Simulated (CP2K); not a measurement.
Consider 2-vinylthiophene at its PBE geometry (Å).

```xyz
13

C    -2.5467    0.1893    0.1065
C    -1.5182   -0.6293    0.3962
C    -0.1090   -0.3541    0.1695
C     0.5244    0.7561   -0.3728
C     1.9335    0.6268   -0.4251
C     2.3778   -0.5803    0.0772
S     1.0707   -1.5501    0.6097
H    -3.5712   -0.1127    0.3163
H    -2.4024    1.1725   -0.3418
H    -1.7419   -1.6009    0.8449
H    -0.0165    1.6334   -0.7219
H     2.6016    1.3911   -0.8172
H     3.3980   -0.9417    0.1584
```

Method: CP2K XAS_TDP, all-electron GAPW, PBEh(45%), aug-cc-pVDZ, TDA, GW2X-corrected core level, ZORA, spin–orbit coupling.

Where do the S L₂,₃-edge lines lie, and how strong are they?

Leading lines: S7 167.31 eV. The leading line of an atom is its first one with 35 % of the strongest within 2.5 eV of its lowest line over the strength cut. Core ionisation energies at this level: S7 171.01/171.09/172.15 eV; the 2p½ level lies 1.10 eV above the 2p3/2 pair.

The first six lines of each atom with a strength over 0.0003:

| atom | energy (eV) | states | strength, one atom | above the computed threshold |
| --- | --- | --- | --- | --- |
| S7 (bonded to 2 C) | 167.31 | 1 | 0.0020 |  |
|  | 167.57 | 1 | 0.0018 |  |
|  | 168.37 | 2 | 0.0016 |  |
|  | 168.68 | 1 | 0.0034 |  |
|  | 169.41 | 1 | 0.0046 |  |
|  | 169.43 | 2 | 0.0037 |  |

Lines are vertical, at one geometry, with no vibrational structure. GW2X ionisation energies and lines can be off by 1 to 2 eV either way, and a good line position may hide errors that cancel. Rydberg lines, and the discretised continuum above threshold, depend on the basis and the box.

[Banner, clock and machine lines of the logs are left out without a mark of their own.]

[Logs are printed without paths, hosts, clocks, repeated set-up lines and the standing remarks that a program may print on its own settings, such as how far it seeks lower states.]

[Hosts, paths, dates, database ids (printed as entryN), source tags and the programs' standing remarks are cut or masked in the printed files.]
